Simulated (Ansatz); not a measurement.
**Phonons of LiCNO (R3m) against volume**

Does LiCNO (R3m) expand much on heating, by its phonons?

Program: Ansatz 0.2.0. Level of theory: DFT PBEsol+D3(BJ), scalar-relativistic, plane waves, PAW. Results are calculated unless marked as measured.

### 1. Set-up

It takes space group R3m (No. 160, trigonal). The conventional cell has a = 3.180 Å, b = 3.180 Å, c = 14.182 Å, α = 90.00°, β = 90.00°, γ = 120.00°. Nearest to Li lie 3 N at 2.12 Å and 3 O at 2.22 Å. C has 1 N at 1.19 Å and 1 O at 1.22 Å nearest. Nearest to N lie 1 C at 1.19 Å and 3 Li at 2.12 Å. Nearest to O lie 1 C at 1.22 Å and 3 Li at 2.22 Å. Farther neighbours and most contacts between anions are not listed.

As a file:

```cif
data_structure
_symmetry_space_group_name_H-M 'R3m:H'
_symmetry_Int_Tables_number 160
_cell_length_a 3.1799
_cell_length_b 3.1799
_cell_length_c 14.1824
_cell_angle_alpha 90.000
_cell_angle_beta 90.000
_cell_angle_gamma 120.000
_cell_volume 124.20
loop_
_atom_site_label
_atom_site_type_symbol
_atom_site_symmetry_multiplicity
_atom_site_Wyckoff_symbol
_atom_site_fract_x
_atom_site_fract_y
_atom_site_fract_z
_atom_site_occupancy
Li1 Li 3 a 0.66667 0.33333 0.32797 1
C1 C 3 a 0.33333 0.66667 0.16913 1
N1 N 3 a 0.33333 0.66667 0.25296 1
O1 O 3 a 0.33333 0.66667 0.08327 1
```

### 2. Phonons on a q mesh

The cell comes from relaxations at this level that are not shown. Stability and thermal properties need the whole zone. Linear response on a 3×3×3 q mesh gives force constants as far as a supercell of that size would, and the tensors from the zone-centre run are typed in so that the long-range dipole term is interpolated apart.

input.yaml reads:

```yaml
crystal:
  lattice:
    - [1.5899558441, 0.9179614346, 4.7274515555]
    - [-1.5899558441, 0.9179614346, 4.7274515555]
    - [0.0, -1.8359228692, 4.7274515555]
  atoms:
    - { symbol: Li, position: [0.0053609377, 0.0053609377, 0.0053609377] }
    - { symbol: C, position: [0.497536122, 0.497536122, 0.497536122] }
    - { symbol: "N", position: [0.4137046537, 0.4137046537, 0.4137046537] }
    - { symbol: O, position: [0.5833982866, 0.5833982866, 0.5833982866] }
kpoints:
  mp_grid: { grid: [9, 9, 9] }
hamiltonian:
  xc: pbesol
  dispersion: d3bj
scf:
  occupations: { method: fixed }
output:
  eigenvalues: true
phonons:
  method: dfpt
  qmesh: [3, 3, 3]
  temperatures: { t_max: 1000, t_step: 50 }
  qpath:
    path:
      - [[0.0, 0.0, 0.0], [-0.5, -0.5, -0.5], [-0.5, -0.19180309, -0.80819691]]
      - [[-0.19180309, 0.19180309, -0.5], [0.0, 0.0, -0.5], [0.0, 0.0, 0.0], [0.0, 0.34590154, -0.34590154]]
      - [[-0.34590154, 0.0, -0.65409846], [-0.5, 0.0, -0.5], [0.0, 0.0, 0.0]]
    npoints: 10
  non_analytic_term:
    high_frequency_dielectric_tensor: [[2.2407, 0.0, 0.0], [0.0, 2.2407, 0.0], [0.0, 0.0, 3.3506]]
    born_effective_charges:
      - { species: Li, tensor: [[1.0845, 0.0, 0.0], [0.0, 1.0845, 0.0], [0.0, 0.0, 1.5674]] }
      - { species: C, tensor: [[0.2433, 0.0, 0.0], [0.0, 0.2433, 0.0], [0.0, 0.0, 2.5728]] }
      - { species: "N", tensor: [[-0.8293, 0.0, 0.0], [0.0, -0.8293, 0.0], [0.0, 0.0, -1.7763]] }
      - { species: O, tensor: [[-0.4985, 0.0, 0.0], [0.0, -0.4985, 0.0], [0.0, 0.0, -2.3639]] }
    source: "zone-centre run at this cell"
```

Command:

```bash
$ ansatz run input.yaml --threads 4 --pin off --max-ram 7168MiB --backend cpu --events-out ev --progress --plain --runs-dir out
```

Numbers of over 12 decimals in the logs are rounded to 6 here.

The log of the run:

```text
Warning: phonons: the dynamical matrix that this run interpolates holds no multipole term above the dipole-dipole one, and a site of this crystal is no centre of inversion, so its interpolated transverse optical and acoustic branches and sound speeds can stay off near Gamma, and the density of states and the thermodynamics with them. What a run solves at a wave vector of phonons.qpoints, Gamma apart, where the deck admits one, is free of this, and under fd what a larger phonons.supercell samples
Engine: ansatz 0.2.0, aarch64-unknown-linux-gnu
Pseudopotentials: kind: paw
Pseudopotential: Li, paw, valence charge 3, recommended cutoff 420 eV (normal), Li.paw.azcp
Pseudopotential: C, paw, valence charge 4, recommended cutoff 420 eV (normal), C.paw.azcp
Pseudopotential: N, paw, valence charge 5, recommended cutoff 420 eV (normal), N.paw.azcp
Pseudopotential: O, paw, valence charge 6, recommended cutoff 420 eV (normal), O.paw.azcp
Functional definition: PBEsol
  exchange = pbesol_x
  correlation = pbesol_c
Crystal: 4 atoms, lattice volume = 41.399 Å³
Basis set: ecut = 420 eV, 813 PW (Γ), exchange–correlation on 72×72×72 points (8 copies of the dense FFT grid, shifted against one another)
Bands: 13, of which v1, the nominal top of the filled ones, is band 9 counted from 1 (8 counted from 0)
Symmetry: 6 space group operations
k-points: 85 of 729 (time reversal used)
Non-local potential: Li, projectors of the file, l = 0: 3, l = 1: 2, l = 2: 1
Non-local potential: C, projectors of the file, l = 0: 2, l = 1: 2, l = 2: 1
Non-local potential: N, projectors of the file, l = 0: 2, l = 1: 2, l = 2: 1
Non-local potential: O, projectors of the file, l = 0: 2, l = 1: 2, l = 2: 1
PAW form: soft (Blöchl's): semilocal exchange-correlation on the pseudo side does not see the compensation charge
PAW frozen core: C, regenerated for the run's functional, and the local potential with it (the file was generated under x = pbe(κ = 0.804, μ = 0.219515), c = pbe(β = 0.066725))
PAW frozen core: N, regenerated for the run's functional, and the local potential with it (the file was generated under x = pbe(κ = 0.804, μ = 0.219515), c = pbe(β = 0.066725))
PAW frozen core: O, regenerated for the run's functional, and the local potential with it (the file was generated under x = pbe(κ = 0.804, μ = 0.219515), c = pbe(β = 0.066725))
PAW one-centre angular grid: Li, 110 points (default); XC on 64 Gauss nodes
PAW one-centre angular grid: C, 110 points (default); XC on 64 Gauss nodes
PAW one-centre angular grid: N, 110 points (default); XC on 64 Gauss nodes
PAW one-centre angular grid: O, 110 points (default); XC on 64 Gauss nodes
Initial density: superposition of atomic densities (neutral atoms: chi_scale 0, normalization atom), corrected by the library's trained network
Initial wavefunctions: pseudopotential atomic-orbital guess
Functional: x = pbesol(κ = 0.804, μ = 0.123457), c = pbesol(β = 0.046)
SCF iter   1: F=—  HF=-1390.840846 eV  |F-HF|=—  |Δ(HF+E_count)|=         —  Δρ=9.17e-3  dr2=3.35e-2  ethr=1.77e-3  ⟨swp⟩=3.9  Hψ=5279  notcnv=0  defer=116
preconditioner: auto → none  [insulator: Δε(μ)=4.601 eV  Ē_g=15.602 eV  n_scr=8 (ndim 8)  ℏωp=23.1 eV  f_vac=0.004  ε∞_Penn≈3.2]
SCF iter   2: F=—  HF=-1390.835363 eV  |F-HF|=—  |Δ(HF+E_count)|=   5.48e-3  Δρ=5.54e-3  dr2=1.51e-2  ethr=1.86e-4  ⟨swp⟩=2.0  Hψ=2560  notcnv=0  defer=160
SCF iter   3: F=—  HF=-1390.832766 eV  |F-HF|=—  |Δ(HF+E_count)|=   2.60e-3  Δρ=1.87e-3  dr2=1.87e-3  ethr=8.40e-5  ⟨swp⟩=2.0  Hψ=1875  notcnv=0  defer=165
SCF iter   4: F=—  HF=-1390.832583 eV  |F-HF|=—  |Δ(HF+E_count)|=   1.83e-4  Δρ=5.50e-4  dr2=9.44e-5  ethr=1.04e-5  ⟨swp⟩=2.0  Hψ=1556  notcnv=0  defer=165
SCF iter   5: F=—  HF=-1390.832663 eV  |F-HF|=—  |Δ(HF+E_count)|=   7.97e-5  Δρ=2.70e-4  dr2=1.91e-5  ethr=5.24e-7  ⟨swp⟩=2.1  Hψ=1812  notcnv=0  defer=97
SCF iter   6: F=—  HF=-1390.832683 eV  |F-HF|=—  |Δ(HF+E_count)|=   2.05e-5  Δρ=5.56e-5  dr2=4.58e-7  ethr=1.06e-7  ⟨swp⟩=2.7  Hψ=1768  notcnv=0  defer=1
SCF iter   7: F=—  HF=-1390.832686 eV  |F-HF|=—  |Δ(HF+E_count)|=   3.22e-6  Δρ=6.96e-6  dr2=9.75e-9  ethr=2.55e-9  ⟨swp⟩=2.1  Hψ=1675  notcnv=0
SCF iter   8: F=—  HF=-1390.832686 eV  |F-HF|=—  |Δ(HF+E_count)|=   1.32e-8  Δρ=1.84e-6  dr2=5.27e-10  ethr=5.42e-11  ⟨swp⟩=2.1  Hψ=1836  notcnv=0
SCF iter   9: F=-1390.832686 eV  HF=-1390.832686 eV  |F-HF|=1.18e-11  |Δ(HF+E_count)|=  4.00e-10  Δρ=2.01e-7  dr2=6.67e-12  ethr=1.00e-12  ⟨swp⟩=6.1  Hψ=7017  notcnv=0
SCF 1 converged in 9 iterations: F = -1390.832686 eV  dr2 = 6.67e-12
  greatest PAW one-centre occupation: 1.000 electrons in one spin orbital (limit 2), on the Li atom at site 0 (counted from 0), in its partial waves of l = 0
NSCF: frozen V_eff on 85 k-points
NSCF: frozen V_eff on 205 k-points
DFPT response loops at q = (0, 0, 0) (fractional): preconditioner auto → none (the input reference at scf.mixing.eps_inf says where Resta's filter doesn't serve); β = 0.50; Broyden in place of MSR1
NSCF: frozen V_eff on 810 k-points
DFPT response loops at q = (0, 0, 0.333333) (fractional): mixed as the last ones told, above
NSCF: frozen V_eff on 1458 k-points
DFPT response loops at q = (0, 0.333333, 0.333333) (fractional): mixed as the last ones told, above
NSCF: frozen V_eff on 1458 k-points
DFPT response loops at q = (0, 0.333333, -0.333333) (fractional): mixed as the last ones told, above
NSCF: frozen V_eff on 810 k-points
DFPT response loops at q = (0.333333, 0.333333, 0.333333) (fractional): preconditioner auto → Resta (q_TF=auto, 2.375 Å⁻¹)  ε∞=3.6 (no band partly filled); β = 1.00, the filter's whole step (`scf.mixing.beta` (0.50) is not read by the response loops at its default; to damp them type it under 1.00, their step now; it binds the ground state too); Broyden in place of MSR1
NSCF: frozen V_eff on 810 k-points
DFPT response loops at q = (0.333333, 0.333333, -0.333333) (fractional): preconditioner auto → none (the input reference at scf.mixing.eps_inf says where Resta's filter doesn't serve); β = 0.50; Broyden in place of MSR1
SCF converged after 9 iterations
Free energy (F): -1390.832686 eV
Harris-Foulkes:  -1390.832686 eV  (|F-HF|=1.18e-11)
Internal energy: -1390.832686 eV  (E = F + TS)
E sigma→0 (E₀):  -1390.832686 eV
Fermi energy:    2.307927 eV
--- Per-component energies (eV) ---
  E_band       = -163.184386
  E_kinetic    = 415.425206
  E_local      = -952.017766  (includes V_loc(G=0)·N_el)
  E_nonlocal   = 90.910076
  E_hartree    = 297.949563
  E_xc         = -188.078060
  E_vxc        = -238.906569  (∫ρ·V_xc dr)
  E_paw        = -390.705141  (= ΣΔE_a)
  E_vpaw       = -74.497067  (= ΣTr[D̂ρ^β])
  E_aug_tail   = 0.002613  (compensation charges beyond the density's cutoff)
  E_ewald      = -664.004492
  E_disp       = -0.399173  (pairwise vdW)
  E_core_change = 0.084487  (= ΣΔE_core)
  E_smearing   = -0.000000  (= −TS)
  E_closure    = 0.000000  (closes the sum)
  Σ components = -1390.832686   (vs F -1390.832686, Δ=0.00e0)
--- Band table (eV; the first three rows and the last of 85) ---
  k-point 0: bands = [... 5 lower, -1.6366, -1.1926, 2.1557, 2.1557, 7.0155, 10.2745, 10.2745, 11.7999]
  k-point 1: bands = [... 5 lower, -1.6819, -1.1778, 1.8745, 2.0721, 7.4562, 9.9734, 10.2514, 12.2171]
  k-point 2: bands = [... 5 lower, -1.7947, -1.1550, 1.2603, 1.8701, 8.3662, 9.3802, 10.1975, 13.2040]
  k-point 84: bands = [... 5 lower, -1.8584, -1.7437, 2.0776, 2.2505, 7.7799, 9.7619, 10.0050, 12.9358]
--- Phonons (Γ-DFPT): 8 representative perturbations + reference (Σ response iterations 27) ---
  ASR residual: 1.589e-4 → 0.000e0 eV/Å²; symmetrization residual: 1.084e-6 eV/Å²
  pairwise dispersion correction: d3bj (s6 = 1.0, s8 = 2.9491, a1 = 0.4466, a2_bohr = 6.1742), with the weights of each atom's references fixed at the reference crystal's, and the forces and stress that the weights' published response gives there kept as a pressure on the atom's counted neighbours (hamiltonian.dispersion)
  ASR residual per site (eV/Å²): 4.48e-6 1.54e-4 6.09e-5 1.59e-4
  Γ frequencies (cm⁻¹): 0.00 0.00 0.00 96.10 96.10 268.46 268.46 327.00 606.44 606.44 1288.09 2266.42
--- Phonons (arbitrary-q DFPT): 6 irreducible q on the 3×3×3 mesh ---
  q = [0.0000, 0.0000, 0.0000] (star 1, of the zone-centre solve; hermiticity 1.33e-8, symmetrization 5.51e-15): -0.00 0.00 0.00 96.10 96.10 268.46 268.46 327.00 606.44 606.44 1288.09 2266.42
  q = [0.0000, 0.0000, 0.3333] (star 6, 12 solved perturbations on 405 of 729 k-point pairs; hermiticity 1.17e-8, symmetrization 4.17e-15): 89.76 94.44 154.44 169.60 253.15 276.14 306.88 423.83 611.08 637.83 1281.23 2221.04
  q = [0.0000, 0.3333, 0.3333] (star 6, 8 solved perturbations in 4536 linear systems a pass and spin channel, the states on 729 of 729 k-point pairs; hermiticity 2.16e-8, symmetrization 1.23e-12): 81.06 122.37 153.63 180.59 250.92 276.84 314.24 366.62 611.69 634.73 1280.52 2231.97
  q = [0.0000, 0.3333, -0.3333] (star 6, 8 solved perturbations in 4392 linear systems a pass and spin channel, the states on 729 of 729 k-point pairs; hermiticity 2.81e-8, symmetrization 1.28e-12): 111.39 166.55 183.01 236.97 258.64 308.29 315.35 347.22 628.16 629.22 1277.17 2201.59
  q = [0.3333, 0.3333, 0.3333] (star 2, 8 solved perturbations in 2280 linear systems a pass and spin channel, the states on 405 of 729 k-point pairs; hermiticity 1.37e-8, symmetrization 2.16e-12): -55.40 -55.40 103.73 103.73 193.53 271.08 271.08 492.15 606.28 606.28 1288.29 2342.58
  q = [0.3333, 0.3333, -0.3333] (star 6, 12 solved perturbations on 405 of 729 k-point pairs; hermiticity 1.22e-8, symmetrization 2.41e-15): 86.59 152.47 156.51 196.80 243.04 277.39 324.19 362.47 611.33 634.55 1279.60 2244.53
  sum rule: each row above includes the acoustic sum rule's correction from the zone centre's row sums; it moved no ω² by more than (1.87 cm⁻¹)²
  mesh force constants: q→R imaginary residual 0.00e0; ASR residual 1.589e-4 → 0.000e0 eV/Å²; symmetrization residual 3.261e-14 eV/Å²
  interpolated dispersion: 74 rows × 12 modes
  density of states and harmonic sums: on the 24×24×24 q-mesh, interpolated from the force constants of a 3×3×3 supercell (with the dipole–dipole term of supplied tensors)
  largest difference from the sums on the solved wave vectors: F 4.27e-2 eV, S 5.88e-5 and C_V 1.60e-5 eV/K
  zero-point energy: 0.404823 eV/cell   skipped modes (ω ≤ 0): 149, of them read as no rigid motion or as one in doubt: 146 (7.277e-2 modes/cell left out, lowest -66.45 cm⁻¹)   left out of the sums: 6.08e-3 of the cell's modes: C_V's classical limit lies that fraction below 3 k_B per atom; for a crystal, a wire or a layer, F and S can be off by more, and a phonons.interpolated_qmesh denser along its periods is the remedy for the sampling
```

Run time: 5.1 min. Hardware: 4 threads of Arm Neoverse V2, shared host; peak memory 1.2 GiB.

Reading the cycles: dr2 is the Hartree energy of the density residual (eV), the measure of convergence; HF is the Harris–Foulkes estimate of the energy, which meets the free energy F at convergence.

This step gave:

```yaml
gap_on_the_k_mesh: 4.708 eV
volume_per_atom: 10.35 Å³
sum_rule_residual_before_enforcement: 1.59e-4 eV/Å²
lowest_frequency_on_the_path: -66.45 cm⁻¹
point_group: 3m
highest_frequency_on_the_path_or_at_a_solved_wavevector: 2343 cm⁻¹
highest_optical_mode_at_the_zone_centre_no_lo_to_term: 2266 cm⁻¹
lowest_optical_zone_centre_mode: 96.1 cm⁻¹
lowest_mode_on_the_q_mesh_acoustic_modes_at_gamma_apart: -55.4 cm⁻¹
```

Frequencies (cm⁻¹) solved at each irreducible wavevector; negative means imaginary. Frequencies by wavevector, by row:

```tsv
q in reciprocal lattice units	star	mode 1	mode 2	mode 3	mode 4	mode 10	mode 11	mode 12
0 0 0	1	0	0	0	96.1	606.4	1288	2266
0 0 0.3333	6	89.8	94.4	154.4	169.6	637.8	1281	2221
0 0.3333 0.3333	6	81.1	122.4	153.6	180.6	634.7	1280	2232
0 0.3333 -0.3333	6	111.4	166.6	183	237	629.2	1277	2202
0.3333 0.3333 0.3333	2	-55.4	-55.4	103.7	103.7	606.3	1288	2343
0.3333 0.3333 -0.3333	6	86.6	152.5	156.5	196.8	634.5	1280	2244
```

Symmetry leaves 6 wavevectors to solve. The lowest mode among them, the acoustic zeros apart, lies at q = (0.333, 0.333, 0.333) and is imaginary, 55.4i cm⁻¹, so the energy falls along it. Between them the interpolated path dips to 66i cm⁻¹.

[end of part 1 of 3]

[Logs are printed without paths, hosts, clocks, repeated set-up lines and the standing remarks that a program may print on its own settings, such as how far it seeks lower states.]

[Hosts, paths, dates, database ids (printed as entryN), source tags and the programs' standing remarks are cut or masked in the printed files.]
